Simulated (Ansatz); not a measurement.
# What BiN (built on the sites of a database entry of YN) distorts into

Wanted: the energy along a soft mode of BiN (built on the sites of a database entry of YN) and the structure at the end.

Calculated with Ansatz 0.2.0; DFT PBEsol, scalar-relativistic, plane waves, PAW.

Report form: the programs' logs are mostly left out.

The structure was built from a prototype and need not be the compound's stable phase.

In doubt: the program warns that the response may not be converged on this k-mesh (step 8), which bears on the force constants and all frequencies.

### 1. The structure

Symmetry: Fm-3m, No. 225, cubic system. Conventional cell: a = 5.082 Å, b = 5.082 Å, c = 5.082 Å, α = 90.00°, β = 90.00°, γ = 90.00°. Nearest to Bi lie 6 N at 2.54 Å. N has 6 Bi at 2.54 Å nearest. Farther neighbours and most contacts between anions are not listed.

As a file:

```cif
data_structure
_symmetry_space_group_name_H-M 'Fm-3m'
_symmetry_Int_Tables_number 225
_cell_length_a 5.0817
_cell_length_b 5.0817
_cell_length_c 5.0817
_cell_angle_alpha 90.000
_cell_angle_beta 90.000
_cell_angle_gamma 90.000
_cell_volume 131.23
loop_
_atom_site_label
_atom_site_type_symbol
_atom_site_symmetry_multiplicity
_atom_site_Wyckoff_symbol
_atom_site_fract_x
_atom_site_fract_y
_atom_site_fract_z
_atom_site_occupancy
Bi1 Bi 4 a 0.00000 0.00000 0.00000 1
N1 N 4 b 0.50000 0.00000 0.00000 1
```

### 2. The dispersion

The cell comes from relaxations at this level that are not shown. Stability and thermal properties need the whole zone. Linear response on a 4×4×4 q mesh gives force constants as far as a supercell of that size would.

input.yaml reads:

```yaml
crystal:
  lattice:
    - [0.0, 2.5408682242, 2.5408682242]
    - [2.5408682242, 0.0, 2.5408682242]
    - [2.5408682242, 2.5408682242, 0.0]
  atoms:
    - { symbol: Bi, position: [0.0, 0.0, 0.0] }
    - { symbol: "N", position: [0.5, 0.5, 0.5] }
kpoints:
  mp_grid: { grid: [12, 12, 12] }
hamiltonian:
  xc: pbesol
scf:
  occupations: { method: gaussian, width: 0.02 }
output:
  eigenvalues: true
phonons:
  method: dfpt
  qmesh: [4, 4, 4]
  temperatures: { t_max: 1000, t_step: 50 }
  qpath:
    path:
      - [[0.0, 0.0, 0.0], [0.5, 0.0, 0.5], [0.625, 0.25, 0.625]]
      - [[0.375, 0.375, 0.75], [0.0, 0.0, 0.0], [0.5, 0.5, 0.5], [0.5, 0.25, 0.75], [0.5, 0.0, 0.5]]
    npoints: 10
```

Started as:

```
$ ansatz run input.yaml --threads 4 --pin off --max-ram 7168MiB --backend cpu --events-out ev --progress --plain --runs-dir out
```

The job ended after 2.7 min (4 threads of Arm Neoverse V2, shared host; peak memory 2.2 GiB; 10 min of CPU time).

This step gave:

```
gap on the k-mesh                                       : 0.1946 eV
volume per atom                                         : 16.40 Å³
sum-rule residual before enforcement                    : 3.31e-5 eV/Å²
lowest frequency on the path                            : -204.1 cm⁻¹
point group                                             : m-3m
highest frequency on the path or at a solved wavevector : 411.7 cm⁻¹
highest optical mode at the zone centre (no LO-TO term) : -204.1 cm⁻¹
lowest optical zone-centre mode                         : -204.1 cm⁻¹
lowest mode on the q mesh (acoustic modes at Γ apart)   : -204.1 cm⁻¹
```

Frequencies (cm⁻¹) solved at each irreducible wavevector; negative means imaginary. Frequencies by wavevector, by row:

| q in reciprocal lattice units | star | mode 1 | mode 2 | mode 3 | mode 4 | mode 5 | mode 6 |
| --- | --- | --- | --- | --- | --- | --- | --- |
| 0 0 0 | 1 | -204.1 | -204.1 | -204.1 | 0 | 0 | 0 |
| 0 0 0.25 | 8 | 35.3 | 35.3 | 110.1 | 253.7 | 253.7 | 364.8 |
| 0 0 -0.5 | 4 | 59.7 | 59.7 | 159.2 | 333.4 | 333.4 | 404.3 |
| 0 0.25 0.25 | 6 | -120.8 | -120.8 | 68.1 | 68.1 | 108.1 | 324.1 |
| 0 0.25 -0.5 | 24 | 60.2 | 74.7 | 131.6 | 227.5 | 245.1 | 319.6 |
| 0 0.25 -0.25 | 12 | -91.9 | 54.6 | 102.2 | 135.7 | 308.6 | 374 |
| 0 -0.5 -0.5 | 3 | -144.4 | -144.4 | -139.9 | 94.5 | 94.5 | 152.3 |
| 0.25 -0.5 -0.25 | 6 | -120.2 | -120.2 | 97.7 | 124.9 | 124.9 | 319.9 |

Interpolated from a 4×4×4 q mesh, without the LO-TO term. The phonon branches at the labelled points (cm⁻¹):

| point | branch 1 | branch 2 | branch 3 | branch 4 | branch 5 | branch 6 |
| --- | --- | --- | --- | --- | --- | --- |
| Γ | -204 | -204 | -204 | 0 | 0 | 0 |
| halfway | -121 | -121 | 68 | 68 | 108 | 324 |
| X | -144 | -144 | -140 | 94 | 94 | 152 |
| halfway | -124 | -63 | 57 | 118 | 138 | 154 |
| U | -106 | 61 | 110 | 148 | 226 | 277 |
| jump to K | -106 | 61 | 110 | 148 | 226 | 277 |
| halfway | 20 | 40 | 113 | 120 | 290 | 378 |
| Γ | -204 | -204 | -204 | 0 | 0 | 0 |
| halfway | 35 | 35 | 110 | 254 | 254 | 365 |
| L | 60 | 60 | 159 | 333 | 333 | 404 |
| halfway | 63 | 74 | 142 | 227 | 269 | 371 |
| W | -120 | -120 | 98 | 125 | 125 | 320 |
| halfway | -122 | -97 | 81 | 118 | 149 | 225 |
| X | -144 | -144 | -140 | 94 | 94 | 152 |

Symmetry leaves 8 wavevectors to solve. The lowest mode among them, the acoustic zeros apart, lies at Γ and is imaginary, 204.1i cm⁻¹, so the energy falls along it.

### 3. The mode frozen in, largest atomic shift 0 Å

The mode followed lies at Γ with frequency 204.1i cm⁻¹ and is 3-fold degenerate, the softest among the wavevectors solved. At small amplitude the distorted cell has space group no. 160 by a symmetry search on the positions. The undistorted cell that holds it gives the zero of energy on the same k mesh.

input.yaml, the sections that differ from step 2:

```yaml
output:
  forces: true
  stress: true
  eigenvalues: true
# crystal, kpoints, hamiltonian, scf: as in step 2
# phonons: removed
```

Run time: 0.6 s. Hardware: 4 threads; peak memory 0.31 GiB.

Numbers from this step:

```yaml
pressure: -5.30e-4 GPa
energy_from_the_undistorted_cell: 0 meV/atom
```

The run ends at a pressure of 0.00 GPa.

### 4. The mode frozen in, largest atomic shift 0.32 Å

The atoms are moved along the unstable eigenvector, the largest shift by 0.32 Å, with the cell fixed.

input.yaml, the sections that differ from step 3:

```yaml
crystal:
  lattice:
    - [0.0, 2.5408682242, 2.5408682242]
    - [2.5408682242, 0.0, 2.5408682242]
    - [2.5408682242, 2.5408682242, 0.0]
  atoms:
    - { symbol: Bi, position: [-0.0073103478, 0.0024367826, 0.0024367826] }
    - { symbol: "N", position: [0.6090682809, 0.4636439064, 0.4636439064] }
# kpoints, hamiltonian, scf, output: as in step 3
```

The job ended after 1.6 s (4 threads; peak memory 0.4 GiB).

Numbers from this step:

- pressure: 3.632 GPa
- gap on the k-mesh: 0.3520 eV
- energy from the undistorted cell: -23.29 meV/atom

The energy, extrapolated to zero smearing, is -23.29 meV/atom against the undistorted cell.

The run ends at a pressure of 3.63 GPa, with forces up to 0.041 eV/Å.

### 5. Energy along the mode, all amplitudes (two of the runs are shown above)

An imaginary frequency means negative curvature, so the energy should fall and then rise again as anharmonic terms take over.

This step gave:

* depth at the lowest point sampled: 23.29 meV/atom
* largest atomic shift at that point: 0.32 Å

Energy from the parent against largest atomic shift:

| largest atomic shift (Å) | energy from the parent (meV/atom) |
| --- | --- |
| 0.000 | 0 |
| 0.040 | -0.903 |
| 0.080 | -3.46 |
| 0.140 | -9.50 |
| 0.220 | -18.5 |
| 0.320 | -23.3 |
| 0.450 | -2.91 |
| 0.600 | 74.1 |

Displacement at unit largest shift by atom:

| atom | x (Å) | y (Å) | z (Å) | size |
| --- | --- | --- | --- | --- |
| Bi1 | 0.039 | -0.039 | -0.039 | 0.068 |
| N2 | -0.577 | 0.577 | 0.577 | 0.999 |

The lowest of the steps tried is at 0.32 Å, 23.3 meV/atom below the parent; the bottom of the well need not coincide with a step.

### 6. Relaxation from the frozen mode

Starting from the lowest point found, all atoms and the cell are let go, so that strain and other modes of the same symmetry can join in.

Changes to input.yaml since step 4:

```diff
@@ -18 +18,6 @@
   eigenvalues: true
+relax:
+  adjacent_minimum: "off"
+  f_tol: 0.002
+  max_steps: 120
+  cell: { stress_tol: 0.03 }
```

Elapsed: 21 s, on 4 threads; peak memory 0.43 GiB; 80 s of CPU time.

Relaxation path:

| step | energy less that of the first step (eV) | largest force component (eV/Å) | pressure (GPa) | volume (Å³) |
| --- | --- | --- | --- | --- |
| 1 | 0.0000 | 0.0234 | 3.63 | 32.81 |
| 2 | -0.0164 | 0.1198 | -3.01 | 34.78 |
| 3 | -0.0247 | 0.0974 | -0.60 | 34.07 |
| 4 | -0.0287 | 0.0346 | -0.21 | 34.23 |
| 5 | -0.0291 | 0.0083 | 0.06 | 34.36 |
| 6 | -0.0292 | 0.0033 | -0.01 | 34.33 |
| 7 | -0.0292 | 0.0001 | 0.00 | 34.34 |
| 8* | -0.0347 | 0.0010 | 0.20 | 34.34 |
| 9 | -0.0347 | 0.0004 | 0.02 | 34.47 |
| 10 | -0.0347 | 0.0004 | 0.02 | 34.48 |
| 11* | -0.0350 | 0.0003 | 0.02 | 34.48 |

Relaxation steps marked * repeat the geometry before them on a plane-wave basis chosen anew for their cell, so energy and pressure can jump there.

The run keeps the 6 symmetry operations that it works with, so distortions that break them were not tested.

| conventional cell, symmetrised | before | after | change |
| --- | --- | --- | --- |
| a (Å) | 3.593 | 3.571 | -0.6 % |
| b (Å) | 3.593 | 3.571 | -0.6 % |
| c (Å) | 8.802 | 9.369 | +6.4 % |
| volume (Å³/atom) | 16.40 | 17.24 | +5.1 % |

The atoms that moved most (Å, as changes of fractional coordinates times the final cell):

| atom | dx | dy | dz | length |
| --- | --- | --- | --- | --- |
| Bi1 | 0.026 | -0.026 | -0.026 | 0.045 |
| N2 | -0.026 | 0.026 | 0.026 | 0.045 |

Final coordinates:

```xyz
2
Lattice="-0.1198 2.6446 2.6446 2.5248 0.0000 2.5248 2.5248 2.5248 0.0000" Properties=species:S:1:pos:R:3 pbc="T T T"
Bi    0.0393   -0.0393   -0.0393
N     2.2421    2.8075    2.8075
```

Numbers from this step:

```yaml
pressure: 0.02008 GPa
gap_on_the_k_mesh: 0.3020 eV
volume_per_atom: 17.24 Å³
```

The distorted start has space group R3m; the relaxation ends in R3m.

### 7. The new phase in its own primitive cell

The relaxed structure is symmetrised, reduced to its primitive cell and relaxed tightly, as its phonons need.

input.yaml, the sections that differ from step 6:

```yaml
crystal:
  lattice:
    - [1.7852976986, 1.0307421069, 3.1229581568]
    - [-1.7852976986, 1.0307421069, 3.1229581568]
    - [0.0, -2.0614842137, 3.1229581568]
  atoms:
    - { symbol: Bi, position: [0.007260001, 0.007260001, 0.007260001] }
    - { symbol: "N", position: [0.458820688, 0.458820688, 0.458820688] }
scf:
  occupations: { method: fixed }
relax:
  adjacent_minimum: "off"
  f_tol: 0.001
  max_steps: 60
  cell: { stress_tol: 0.01 }
# kpoints, hamiltonian, output: as in step 6
```

The job ended after 7.9 s (4 threads; peak memory 0.43 GiB).

Little changed from the start: no atom moved by 0.005 Å and no cell edge by 0.1 %.

Numbers from this step:

| Item | Value |
| --- | --- |
| pressure | 0.001341 GPa |
| gap on the k-mesh | 0.3017 eV |
| direct gap on mesh | 0.3852 eV |

The largest force component left is 0.41 meV/Å and the pressure is 0.001 GPa, within the tolerances set. The cell now holds 17.24 Å³/atom.

### 8. Modes of the new phase, occupations fixed

A relaxed structure may still be a saddle point, so its zone-centre modes are computed. The response to a homogeneous field gives the Born charges and the dielectric tensor.

input.yaml reads:

```yaml
crystal:
  lattice:
    - [1.7853054749, 1.0307465966, 3.1235545239]
    - [-1.7853054749, 1.0307465966, 3.1235545239]
    - [0.0, -2.0614931931, 3.1235545239]
  atoms:
    - { symbol: Bi, position: [0.0072658806, 0.0072658806, 0.0072658806] }
    - { symbol: "N", position: [0.4588148084, 0.4588148084, 0.4588148084] }
kpoints:
  mp_grid: { grid: [12, 12, 12] }
hamiltonian:
  xc: pbesol
scf:
  occupations: { method: fixed }
output:
  eigenvalues: true
phonons:
  method: dfpt
  dielectric: true
  rigid_motions: translations
```

Elapsed: 68 s, on 4 threads; peak memory 1.6 GiB.

Numbers from this step:

* sum-rule residual before enforcement: 7.68e-5 eV/Å²
* miss of the charge sum rule: 0.01582 e
* estimated error of the dielectric tensor: 7.019
* estimated error of the Born charges: 0.8410 e
* point group: 3m
* highest optical mode at the zone centre (no LO-TO term): 302.1 cm⁻¹
* lowest optical zone-centre mode: 205.8 cm⁻¹
* mean high-frequency dielectric constant: 45.87
* largest Born charge (third of the trace): 4.652 e
* mean static dielectric constant: 99.49
* top of the zone-centre spectrum with the field: 339.8 cm⁻¹

Without the LO-TO term. Patterns of degenerate modes are one choice out of their space. The modes at Γ (shares of kinetic energy by element, %):

| mode | frequency (cm⁻¹) | symmetry | Bi % | N % |
| --- | --- | --- | --- | --- |
| 1 | 0.0 | acoustic | 94 | 6 |
| 2 | 0.0 | acoustic | 94 | 6 |
| 3 | 0.0 | acoustic | 94 | 6 |
| 4 | 205.8 | E | 6 | 94 |
| 5 | 205.8 | E | 6 | 94 |
| 6 | 302.1 | A1 | 6 | 94 |

Displacements in mode 5 (205.8 cm⁻¹), the largest set to 1:
```
Bi1 -0.07  0.00  0.00
N2   1.00  0.00  0.00
```

Displacements in mode 6 (302.1 cm⁻¹), the largest set to 1:
```
Bi1  0.00  0.00 -0.07
N2   0.00  0.00  1.00
```

High-frequency dielectric tensor, which the program warns is not settled by the k meshes in reach. Tensor:

|  | x | y | z |
| --- | --- | --- | --- |
| x | 45.91 | 0 | 0 |
| y | 0 | 45.91 | 0 |
| z | 0 | 0 | 45.8 |

Static dielectric tensor, which the program warns is not settled by the k meshes in reach. Tensor:

|  | x | y | z |
| --- | --- | --- | --- |
| x | 120.3 | 0 | 0 |
| y | 0 | 120.3 | 0 |
| z | 0 | 0 | 57.92 |

Optical modes at the zone centre, without and with the macroscopic field of the longitudinal modes; each column is sorted by frequency, so a row need not hold one and the same mode. Modes with and without the field, by row:

| rank among optical modes | no field (cm⁻¹) | q along (1, 0, 0) (cm⁻¹) | q along (0, 0, 1) (cm⁻¹) |
| --- | --- | --- | --- |
| 1 | 205.8 | 205.8 | 205.8 |
| 2 | 205.8 | 302.1 | 205.8 |
| 3 | 302.1 | 333.1 | 339.8 |

Born charge (rows field, columns displacement) (e), principal values of the symmetric part by kind of site:

| atom | atoms with these values | low | middle | high | mean |
| --- | --- | --- | --- | --- | --- |
| Bi1 | 1 | 3.19 | 5.38 | 5.38 | 4.65 |
| N2 | 1 | -5.38 | -5.38 | -3.19 | -4.65 |

In full for N2:

```
-5.38  0.00  0.00
 0.00 -5.38  0.00
 0.00  0.00 -3.19
```

Transverse modes. Infrared lines, with heights relative to the strongest:

| position (cm⁻¹) | label | relative intensity |
| --- | --- | --- |
| 206 | E | 100 |
| 302 | A1 | 18 |

Before it was imposed, the acoustic sum rule was missed by 7.7e-5 eV/Å² and the charge sum rule by 0.016 e. Small misses are needed for a sound result but don't prove that mesh and cutoff are converged. The lowest optical mode is real, 206 cm⁻¹.

The log warns of the k mesh: “the force constants stand on the 12×12×12 k-mesh, whose period is 6.58 times the interband length at k = (0.0000, 0.0833, -0.5000), direct gap 0.424 eV, under 14: take them and everything formed from them as unconverged”.

### 9. What came out

```yaml
unstable_mode_of_the_parent: q = (0, 0, 0), 204i cm⁻¹
depth_at_the_lowest_point_sampled: 23.3 meV/atom
largest_atomic_shift_at_that_point: 0.32 Å
space_group_reached_within_0p01_a: R3m
energy_gained_over_the_parent_first_relaxation_on_the_mesh_of_the_frozen_mode: 40.8 meV/atom
volume_per_atom_phase_reached: 17.2 Å³
gap_on_the_k_mesh_phase_reached: 0.302 eV
lowest_optical_zone_centre_mode_phase_reached: 206 cm⁻¹
highest_optical_mode_at_the_zone_centre_no_lo_to_term_phase_reached: 302 cm⁻¹
```

**Reading.** Along this mode the structure falls into R3m, 40.8 meV/atom below the parent. At the parent's cell the well is 23.29 meV/atom deep on the steps tried, with its lowest point at a shift of 0.32 Å. Relaxing atoms and cell changes the gain by +17.49 meV/atom against the lowest step (energies at zero smearing). The new phase has no imaginary mode at the zone centre of its cell; other wavevectors were not checked. Of the 6 patterns followed to their end from this parent, this one ends 82.6 meV/atom above the lowest, Pmmn. Each path keeps the symmetry of its pattern, so a lower phase may lie along a pattern not tried. With the field response the log warns that the k mesh is coarse for the force constants too, so the frequencies may not be converged. In at least one run the field response is not settled by the k meshes in reach, so its dielectric tensor, Born charges and longitudinal modes are rough. Where the field response was not run the interpolation lacks the dipole term, so the LO-TO splitting is missing from branches, density of states and sums. Spin-orbit coupling is left out, which can matter for the heavy elements here. The starting cell was built on a prototype and not taken from a measurement, so the phase need not exist.

[Logs are printed without paths, hosts, clocks, repeated set-up lines and the standing remarks that a program may print on its own settings, such as how far it seeks lower states.]

[Hosts, paths, dates, database ids (printed as entryN), source tags and the programs' standing remarks are cut or masked in the printed files.]
